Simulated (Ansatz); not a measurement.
# KLiB2 (built on the sites of a database entry of LiB): following an unstable mode, part 3 of 3

Which phase does KLiB2 (built on the sites of a database entry of LiB) fall into along its unstable mode, and how much energy does it gain?

Ansatz 0.2.0; DFT PBE+D3(BJ), scalar-relativistic, plane waves, PAW.

So far. Step 5 (Energy along the mode, all amplitudes (two of the runs …): The lowest of the steps tried is at 0.45 Å, 11.3 meV/atom below the parent; the bottom of the well need not coincide with a step. Step 7 (The new phase in its own primitive cell): The largest force component left is 0.62 meV/Å and the pressure is -0.001 GPa, within the tolerances set. The cell now holds 16.80 Å³/atom. The relaxed cell has a, b, c = 3.141, 5.861, 7.301 Å (conventional setting).

The structure was built from a prototype and need not be the compound's stable phase.

## 8. Modes of the new phase, k-mesh 10×6×4

A relaxed structure may still be a saddle point, so its zone-centre modes are computed. No field response is asked, since the mesh shows no gap.

input.yaml reads:

```yaml
crystal:
  lattice:
    - [3.140850791, 0.0, 0.0]
    - [0.0, 5.8607927126, 0.0]
    - [0.0, 0.0, 7.3013906222]
  atoms:
    - { symbol: Li, position: [0.0, 0.5609019697, 0.2986624969] }
    - { symbol: Li, position: [0.0, 0.4390980303, 0.7986624969] }
    - { symbol: K, position: [0.5, 0.1266887243, 0.152125572] }
    - { symbol: K, position: [0.5, 0.8733112757, 0.652125572] }
    - { symbol: B, position: [0.0, 0.6787775557, 0.0217100876] }
    - { symbol: B, position: [0.0, 0.3212224443, 0.5217100876] }
    - { symbol: B, position: [0.5, 0.650988398, 0.0275018436] }
    - { symbol: B, position: [0.5, 0.349011602, 0.5275018436] }
kpoints:
  mp_grid: { grid: [10, 6, 4] }
hamiltonian:
  xc: pbe
  dispersion: d3bj
scf:
  occupations: { method: methfessel_paxton, width: 0.15 }
output:
  eigenvalues: true
phonons:
  method: dfpt
```

Command:

```bash
ansatz run input.yaml --threads 8 --pin off --max-ram 14336MiB --backend cpu --events-out ev --progress --plain --runs-dir out
```

Numbers of over 12 decimals in the logs are rounded to 6 here.

The program printed:

```text
zone centre: on kpoints.mp_grid the ground state, and the responses unless they are solved on pairs of k-points, stand on 84 of the mesh's 240 k-points, reduced under 2 symmetry operations, with k and −k counted as one. Each operation leaves every solved displacement unchanged or reverses it
[...]
Crystal: 8 atoms, lattice volume = 134.403 Å³
Basis set: ecut = 420 eV, 2617 PW (Γ), exchange–correlation on 48×80×100 points (8 copies of the dense FFT grid, shifted against one another)
Bands: 26, of which v1, the nominal top of the filled ones, is band 18 counted from 1 (17 counted from 0)
Symmetry: 4 space group operations
k-points: 84 of 240 (irreducible under 2 space group operations, time reversal used)
[...]
SCF iter   1: F=—  HF=-4109.432619 eV  |F-HF|=—  |Δ(HF+E_count)|=         —  Δρ=3.03e-3  dr2=2.71e-2  ethr=1.77e-3  ⟨swp⟩=8.4  Hψ=12067  notcnv=0
[...]
SCF iter  11: F=-4109.432262 eV  HF=-4109.432262 eV  |F-HF|=5.46e-12  |Δ(HF+E_count)|=  4.37e-11  S|Δr|=    0.00e0  Δρ=6.61e-8  dr2=9.75e-12  ethr=1.00e-12  ⟨swp⟩=10.5  Hψ=12688  notcnv=0
SCF 1 converged in 11 iterations: F = -4109.432262 eV  dr2 = 9.75e-12
[...]
DFPT response loops at Γ: preconditioner auto → Kerker (q_TF=auto, 2.190 Å⁻¹) (partly filled bands, converged f_vac=0.003); β = 1.00, the filter's whole step (`scf.mixing.beta` (0.50) is not read by the response loops under this deck's `scf.mixing.preconditioner`; to damp them name `kerker` or `kerker_dos`, under which they read `scf.mixing.beta`, and type it under 1.00, their step now; both keys bind the ground state too); Broyden in place of MSR1
SCF converged after 11 iterations
[...]
Free energy (F): -4109.432262 eV
[...]
Internal energy: -4109.432056 eV  (E = F + TS)
E sigma→0 (E₀):  -4109.432211 eV
Entropy (-TS):   -0.000207 eV (-0.026 meV/atom)
Fermi energy:    5.182754 eV
[...]
--- Band table (eV; the first three rows and the last of 84) ---
  k-point 0: bands = [... 14 lower, 2.1086, 2.3242, 2.4075, 2.4126, 5.2902, 6.2481, 8.0917, 8.2317, ... 4 higher]
  k-point 1: bands = [... 14 lower, 2.0977, 2.1827, 2.3807, 2.4319, 5.5742, 6.1307, 8.0269, 8.1290, ... 4 higher]
  k-point 2: bands = [... 14 lower, 2.0719, 2.0719, 2.4303, 2.4303, 5.9478, 5.9478, 7.9633, 7.9633, ... 4 higher]
  k-point 83: bands = [... 14 lower, 4.4869, 4.4869, 5.0163, 5.0163, 5.3666, 5.3666, 6.2088, 6.2088, ... 4 higher]
--- Phonons (Γ-DFPT): 12 representative perturbations + reference, on 84 of 240 k-points (Σ response iterations 38) ---
  k mesh reduced under 2 symmetry operations, with k and −k counted as one. Each operation leaves every solved displacement unchanged or reverses it
  ASR residual: 2.082e-3 → 0.000e0 eV/Å²; symmetrization residual: 1.141e-6 eV/Å²
[...]
ASR residual per site (eV/Å²): 1.00e-5 1.00e-5 2.08e-3 2.08e-3 2.69e-5 2.69e-5 1.74e-5 1.74e-5
  Γ frequencies (cm⁻¹): 0.00 0.00 0.00 39.10 52.46 57.33 104.13 114.10 114.39 146.06 153.51 201.35 230.16 273.19 308.80 322.82 393.68 437.90 489.80 530.64 575.15 658.27 1192.87 1264.23
  non-analytic LO–TO correction: not included (Born effective charges unavailable; polar crystals: no LO–TO splitting at Γ)
```

Wall time 40 s (8 threads of Arm Neoverse V2, shared host); peak memory 1.4 GiB.

Numbers from this step:

```
sum-rule residual before enforcement                    : 0.002082 eV/Å²
point group                                             : mm2
highest optical mode at the zone centre (no LO-TO term) : 1264 cm⁻¹
lowest optical zone-centre mode                         : 39.1 cm⁻¹
```

Patterns of degenerate modes are one choice out of their space. The modes at Γ (shares of kinetic energy by element, %):

| mode | frequency (cm⁻¹) | symmetry | Li % | K % | B % |
| --- | --- | --- | --- | --- | --- |
| 1 | 0.0 | acoustic | 10 | 58 | 32 |
| 2 | 0.0 | acoustic | 10 | 58 | 32 |
| 3 | 0.0 | acoustic | 10 | 58 | 32 |
| 4 | 39.1 | A2 | 5 | 89 | 7 |
| 5 | 52.5 | A2 | 2 | 5 | 93 |
| 6 | 57.3 | B1 | 0 | 36 | 64 |
| 7 | 104.1 | A1 | 5 | 72 | 23 |
| 8 | 114.1 | B2 | 2 | 88 | 10 |
| 9 | 114.4 | A2 | 93 | 6 | 1 |
| 10 | 146.1 | B1 | 90 | 7 | 4 |
| 11 | 153.5 | A1 | 12 | 56 | 32 |
| 12 | 201.3 | B2 | 10 | 41 | 49 |
| 13 | 230.2 | A1 | 10 | 6 | 84 |
| 14 | 273.2 | B2 | 19 | 7 | 74 |
| 15 | 308.8 | A1 | 84 | 8 | 8 |
| 16 | 322.8 | B2 | 67 | 6 | 27 |
| 17 | 393.7 | A1 | 29 | 1 | 70 |
| 18 | 437.9 | B2 | 33 | 1 | 66 |
| 19 | 489.8 | A1 | 0 | 0 | 99 |
| 20 | 530.6 | B2 | 2 | 0 | 98 |
| 21 | 575.1 | B2 | 56 | 0 | 44 |
| 22 | 658.3 | A1 | 48 | 0 | 52 |
| 23 | 1192.9 | A2 | 0 | 0 | 100 |
| 24 | 1264.2 | B1 | 0 | 0 | 100 |

Displacements in mode 4 (39.1 cm⁻¹), the largest set to 1:
```
Li1  0.55  0.00  0.00
Li2 -0.55  0.00  0.00
K3   1.00  0.00  0.00
K4  -1.00  0.00  0.00
B5  -0.35  0.00  0.00
B6   0.35  0.00  0.00
B7  -0.38  0.00  0.00
B8   0.38  0.00  0.00
```

Displacements in mode 8 (114.1 cm⁻¹), the largest set to 1:
```
Li1  0.00  0.07  0.38
Li2  0.00  0.07 -0.38
K3   0.00  0.23 -1.00
K4   0.00  0.23  1.00
B5   0.00 -0.49  0.14
B6   0.00 -0.49 -0.14
B7   0.00 -0.38  0.19
B8   0.00 -0.38 -0.19
```

Before it was imposed, the acoustic sum rule was missed by 0.0021 eV/Å². Small misses are needed for a sound result but don't prove that mesh and cutoff are converged. The lowest optical mode is real, 39.1 cm⁻¹.

## 9. Outcome

- unstable mode of the parent: q = (0, -0.5, 0), 99i cm⁻¹
- depth at the lowest point sampled: 11.3 meV/atom
- largest atomic shift at that point: 0.45 Å
- space group reached (within 0.01 Å): Pmc2_1
- energy gained over the parent (first relaxation, on the mesh of the frozen mode): 118 meV/atom
- volume per atom, phase reached: 16.8 Å³
- lowest optical zone-centre mode, phase reached: 39.1 cm⁻¹
- highest optical mode at the zone centre (no LO-TO term), phase reached: 1264 cm⁻¹

In words: Along this mode the structure falls into Pmc2_1, 118 meV/atom below the parent. At the parent's cell the well is 11.33 meV/atom deep on the steps tried, with its lowest point at a shift of 0.45 Å. Relaxing atoms and cell changes the gain by +107.01 meV/atom against the lowest step (energies at zero smearing). Most of the total comes from this relaxation. The new phase has no imaginary mode at the zone centre of its cell; other wavevectors were not checked. Of the 2 patterns followed to their end from this parent, this one reaches the lowest energy. Each path keeps the symmetry of its pattern, so a lower phase may lie along a pattern not tried. With no gap, or one that is small against the smearing, the frequencies hang on the k mesh and the smearing, most of all near Kohn anomalies. A phonon run warned that its eigensolver left some bands unconverged in a pass. In the phonons the program treats the change of the C6 weights of the dispersion term with coordination only in part. The starting cell was built on a prototype and not taken from a measurement, so the phase need not exist.

[Logs are printed without paths, hosts, clocks, repeated set-up lines and the standing remarks that a program may print on its own settings, such as how far it seeks lower states.]

[Hosts, paths, dates, database ids (printed as entryN), source tags and the programs' standing remarks are cut or masked in the printed files.]
